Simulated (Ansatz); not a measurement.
# G0W0 on several functionals: BaTiO3 (Pm-3m), part 2 of 2

One-shot GW is not self-consistent; how far does the start matter for BaTiO3 (Pm-3m)?

Ansatz 0.2.0; G0W0 on several functionals, plane waves, PAW. Known limits of the many-body steps: not at the basis limit; no spin-orbit coupling; coarse k mesh.

So far. Step 2 (G0W0 on LDA): The gap on the mesh goes from 1.70 eV to 3.28 eV, a correction of +1.58 eV. Between the two edge states, bare exchange in place of the xc potential would open the gap by 12.86 eV, and correlation takes back 11.28 eV.

In doubt: masses and optical values from hybrid runs of this build are listed as unsure (steps 3, 4), which bears on the screening that GW takes from such a start.

### 3. G0W0 on HSE06

One-shot GW remembers its start. Another functional's orbitals and levels show by how much.

This step: G0W0 on HSE06, plane waves, PAW.

File input.yaml:

```yaml
crystal:
  lattice:
    - [4.006, 0.0, 0.0]
    - [0.0, 4.006, 0.0]
    - [0.0, 0.0, 4.006]
  atoms:
    - { symbol: Ba, position: [0.5, 0.5, 0.5] }
    - { symbol: Ti, position: [0.0, 0.0, 0.0] }
    - { symbol: O, position: [0.5, 0.0, 0.0] }
    - { symbol: O, position: [0.0, 0.5, 0.0] }
    - { symbol: O, position: [0.0, 0.0, 0.5] }
kpoints:
  mp_grid: { grid: [4, 4, 4] }
hamiltonian:
  xc: hse06
scf:
  occupations: { method: fixed }
gw:
  n_empty_bands: 509
  ecut_chi: 230.0
  qp_bands: [v2, c2]
  qp_kpoints: band_edges
  screening: { model: contour_deformation }
```

Run with:

```
$ ansatz run input.yaml --threads 3 --pin off --max-ram 92160MiB --backend cuda --events-out ev --progress --plain --runs-dir out --devices 1 --max-vram 13GiB  # rebuilt from the run's record
```

Numbers of over 12 decimals in the logs are rounded to 6 here.

Output:

```text
GPUs: using 1 of 1 available (devices: 1).
[...]
davidson cushion auto → on  (no smearing: the cushion is to keep the highest requested band from converging to the state above it; pin scf.eigensolver.cushion to override)
[...]
GPU FFT provider: cuFFT
GPU libraries: cuBLAS 13.8.2, cuFFT 12.4.0, cuSOLVER 12.3.4
Crystal: 5 atoms, lattice volume = 64.288 Å³
Basis set: ecut = 420 eV, 1237 PW (Γ)
Bands: 25, of which v1, the nominal top of the filled ones, is band 20 counted from 1 (19 counted from 0)
Symmetry: 48 space group operations
[...]
k-points: 10 of 64
[...]
GPU buffer pool allocated for 19683 grid points (all kernels)
[...]
SCF iter   1: F=—  HF=-10159.545267 eV  |F-HF|=—  |Δ(HF+E_count)|=         —  Δρ=1.60e-3  dr2=1.01e-3  ethr=1.77e-3  ⟨swp⟩=7.4  Hψ=1228  notcnv=0
[...]
SCF iter   3: F=-10159.549884 eV  HF=-10159.549980 eV  |F-HF|=9.62e-5  |Δ(HF+E_count)|=   2.23e-4  Δρ=5.57e-4  dr2=2.06e-4  ethr=2.52e-6  ⟨swp⟩=3.2  Hψ=676  notcnv=0  defer=1
SCF 1 stopped early in 3 iterations: F = -10159.549884 eV  dr2 = 2.06e-4
[...]
GPU FFT provider: cuFFT
GPU libraries: cuBLAS 13.8.2, cuFFT 12.4.0, cuSOLVER 12.3.4
[...]
GPU buffer pool allocated for 19683 grid points (all kernels)
[...]
Free energy (F): -10163.423067 eV
Frozen-core exchange: fock
[...]
Internal energy: -10163.423067 eV  (E = F + TS)
E sigma→0 (E₀):  -10163.423067 eV
Fermi energy:    9.247644 eV
[...]
--- Band table (eV; the first three rows and the last of 10) ---
  k-point 0: bands = [... 16 lower, 8.0600, 9.1551, 9.1551, 9.1551, 12.4299, 12.4299]
  k-point 1: bands = [... 16 lower, 7.6576, 7.9805, 8.8008, 8.8008, 12.5010, 13.4420]
  k-point 2: bands = [... 16 lower, 7.3422, 7.3422, 8.5215, 8.5215, 12.5753, 14.3261]
  k-point 9: bands = [... 16 lower, 6.7723, 9.2476, 9.2476, 9.2476, 15.1268, 15.1268]
  guard bands above this table: 3 of the run's 25 bands. The solve was not asked for them (output.publish_guard_bands: true or output.eigenvalues: true publishes all)
[...]
0    19      9.1551   -26.0839     3.8031   -22.3108  0.7605     9.1851     9.1851  root
     0    20      9.1551   -26.0839     3.8031   -22.3108  0.7605     9.1851     9.1851  root
     0    21     12.4299   -11.9940    -6.2753   -18.6500  0.7678    12.8125    12.8106  root
     0    22     12.4299   -11.9940    -6.2753   -18.6500  0.7678    12.8125    12.8106  root
     1    19      8.8008   -25.7744     3.7901   -22.0044  0.7587     8.8209     8.8210  root
     1    20      8.8008   -25.7744     3.7901   -22.0044  0.7587     8.8209     8.8210  root
     1    21     12.5010   -12.1199    -6.3603   -18.8665  0.7653    12.8893    12.8874  root
     1    22     13.4420   -13.3607    -6.3592   -20.1100  0.7487    13.8343    13.8320  root
[...]
9    19      9.2476   -25.9282     4.1207   -21.8901  0.7507     9.3302     9.3303  root
     9    20      9.2476   -25.9282     4.1207   -21.8901  0.7507     9.3302     9.3303  root
     9    21     15.1268   -14.1872    -7.4003   -21.8981  0.7084    15.4395    15.4374  root
     9    22     15.1268   -14.1872    -7.4003   -21.8981  0.7084    15.4395    15.4374  root
```

Run time: 47 s. Hardware: 1 × NVIDIA H100 80GB HBM3 (shared by 6 runs) with 3 threads of AMD EPYC 7R13 (Zen 3), shared host; peak memory 1.8 GiB; 48 s of CPU time.

Numbers from this step:

| Item | Value |
| --- | --- |
| bands summed | 529 |
| RPA ε∞ on this mesh (eigenvalues) | 4.865, 4.865, 4.865 |
| plane waves in the screening matrix | 485 |
| q-points in the mesh | 64 |
| G0W0 gap on the mesh | 3.480 eV |
| k of the valence top | -0.5, -0.5, -0.5 |
| k of the conduction bottom | 0, 0, 0 |
| starting gap on the mesh | 3.182 eV |
| Z at the valence top | 0.7507 |
| Z at the conduction bottom | 0.7678 |
| least direct G0W0 gap on the computed points | 3.626 eV |

Against the run with 4×4×4 mesh, 509 empty bands, screening to 230 eV on LDA, the gap moves by +0.20 eV, while the start moved by +1.48 eV.

### 4. G0W0 on PBE0

This step: G0W0 on PBE0, plane waves, PAW.

Edit input.yaml of step 3 so:

```diff
@@ -14,3 +14,3 @@
 hamiltonian:
-  xc: hse06
+  xc: pbe0
 scf:
```

Output:

```text
GPUs: using 1 of 1 available (devices: 1).
[...]
GPU FFT provider: cuFFT
GPU libraries: cuBLAS 13.8.2, cuFFT 12.4.0, cuSOLVER 12.3.4
Crystal: 5 atoms, lattice volume = 64.288 Å³
Basis set: ecut = 420 eV, 1237 PW (Γ)
Bands: 25, of which v1, the nominal top of the filled ones, is band 20 counted from 1 (19 counted from 0)
Symmetry: 48 space group operations
[...]
k-points: 10 of 64
[...]
1    21     12.8547   -12.1032    -6.2093   -18.4790  0.7795    13.0216    13.0213  root
     1    22     13.8131   -13.3330    -6.2063   -19.7045  0.7645    13.9786    13.9783  root
[...]
9    19      8.8562   -25.9339     3.9721   -22.2954  0.7658     9.1886     9.1899  root
     9    20      8.8562   -25.9339     3.9721   -22.2954  0.7658     9.1886     9.1899  root
     9    21     15.5172   -14.1810    -7.1871   -21.4821  0.7287    15.6315    15.6313  root
     9    22     15.5172   -14.1810    -7.1871   -21.4821  0.7287    15.6315    15.6313  root
[key lines of the parts left out:]
Free energy (F): -10162.905822 eV
Fermi energy:    8.856206 eV
```

The job ended after 38 s (1 × NVIDIA H100 80GB HBM3 (shared by 6 runs) with 3 threads; peak memory 1.8 GiB; 49 s of CPU time).

This step gave:

```
bands summed                                 : 529
RPA ε∞ on this mesh (eigenvalues)            : 4.489, 4.489, 4.489
plane waves in the screening matrix          : 485
G0W0 gap on the mesh                         : 3.752 eV
k of the valence top                         : -0.5, -0.5, -0.5
k of the conduction bottom                   : 0, 0, 0
starting gap on the mesh                     : 3.927 eV
least direct G0W0 gap on the computed points : 3.889 eV
```

Against the run with 4×4×4 mesh, 509 empty bands, screening to 230 eV on HSE06, the gap moves by +0.27 eV, while the start moved by +0.74 eV.

### 5. Side by side

All on the 4×4×4 mesh with 509 empty bands and screening to 230 eV. Times are wall times on 1 × NVIDIA H100 80GB HBM3 (shared by 6 runs) with 3 threads of AMD EPYC 7R13 (Zen 3), shared host, good to a factor of about two.

```csv
start,starting gap (eV),shift (eV),G0W0 gap (eV),RPA ε∞ (harmonic mean),"Z (valence, conduction)",time
LDA,1.70,+1.58,3.28,7.26,"0.70, 0.72",13 s
HSE06,3.18,+0.30,3.48,4.87,"0.75, 0.77",47 s
PBE0,3.93,−0.17,3.75,4.49,"0.77, 0.78",38 s
```

How the two edges are built up, in eV (the quasiparticle level is the starting level plus Σx plus Σc less Vxc):

```csv
run,edge,start,Σx,Σc,Vxc,Z,QP
LDA,valence top,9.89,-25.76,4.48,-20.89,0.70,9.50
LDA,conduction bottom,11.59,-12.59,-6.80,-20.59,0.72,12.78
HSE06,valence top,9.25,-25.93,4.12,-21.89,0.75,9.33
HSE06,conduction bottom,12.43,-11.99,-6.28,-18.65,0.77,12.81
PBE0,valence top,8.86,-25.93,3.97,-22.30,0.77,9.19
PBE0,conduction bottom,12.78,-11.98,-6.13,-18.26,0.78,12.94
```

For a hybrid start, Vxc holds its share of exact exchange.

### 6. Summary of results

```json
{
 "G0W0@LDA": "3.28 eV (start 1.70 eV)",
 "G0W0@HSE06": "3.48 eV (start 3.18 eV)",
 "G0W0@PBE0": "3.75 eV (start 3.93 eV)",
 "known limits": "not at the basis limit; no spin-orbit coupling; coarse k mesh"
}
```

**Reading.** The starting gaps span 2.22 eV and the G0W0 gaps 0.47 eV. Between LDA and PBE0, 0.47 eV of the 2.22 eV survives, 21 %. PBE0 screens less than LDA (ε∞ 4.49 against 7.26). Of the 0.47 eV by which its G0W0 gap is higher, the correlation part gives +1.18 eV, and exchange with the one-particle terms, which follow the orbitals, −0.71 eV. On PBE0 the correction is negative: that start lies above its own G0W0 value. The smallest correction, −0.17 eV, is on PBE0, the start nearest to reproducing itself. Bands and cutoff are finite, so the gap is not at the basis limit. The miss can reach some tenths of an eV and take either sign; the mesh is an error of its own. The 4×4×4 mesh is coarse for this cell (its supercell is 16 Å along the shortest edge). The RPA ε∞ on it, from the LDA start, is 7.26; such meshes misread the long-range screening, most where the gap is narrow. The program warns that the mesh is coarse for exact exchange, which bears on the hybrid start's gap. This is the ideal cubic cell; many perovskites, halides above all, are cubic only on average, and local tilts or off-centring can widen the gap. The many-body steps are scalar-relativistic: spin-orbit coupling is not in them.

[Paths, hosts, dates, memory and timing lines, banners, echoed tables and standing remarks are left out of the program output.]

[Logs are printed without paths, hosts, clocks, repeated set-up lines and the standing remarks that a program may print on its own settings, such as how far it seeks lower states.]

[Runs of the session that timed out or met a known fault of the program may be left out.]

[Cells called generated may have been cut or substituted from an entry of the Crystallography Open Database or the Materials Project.]

[Hosts, paths, dates, database ids (printed as entryN), source tags and the programs' standing remarks are cut or masked in the printed files.]
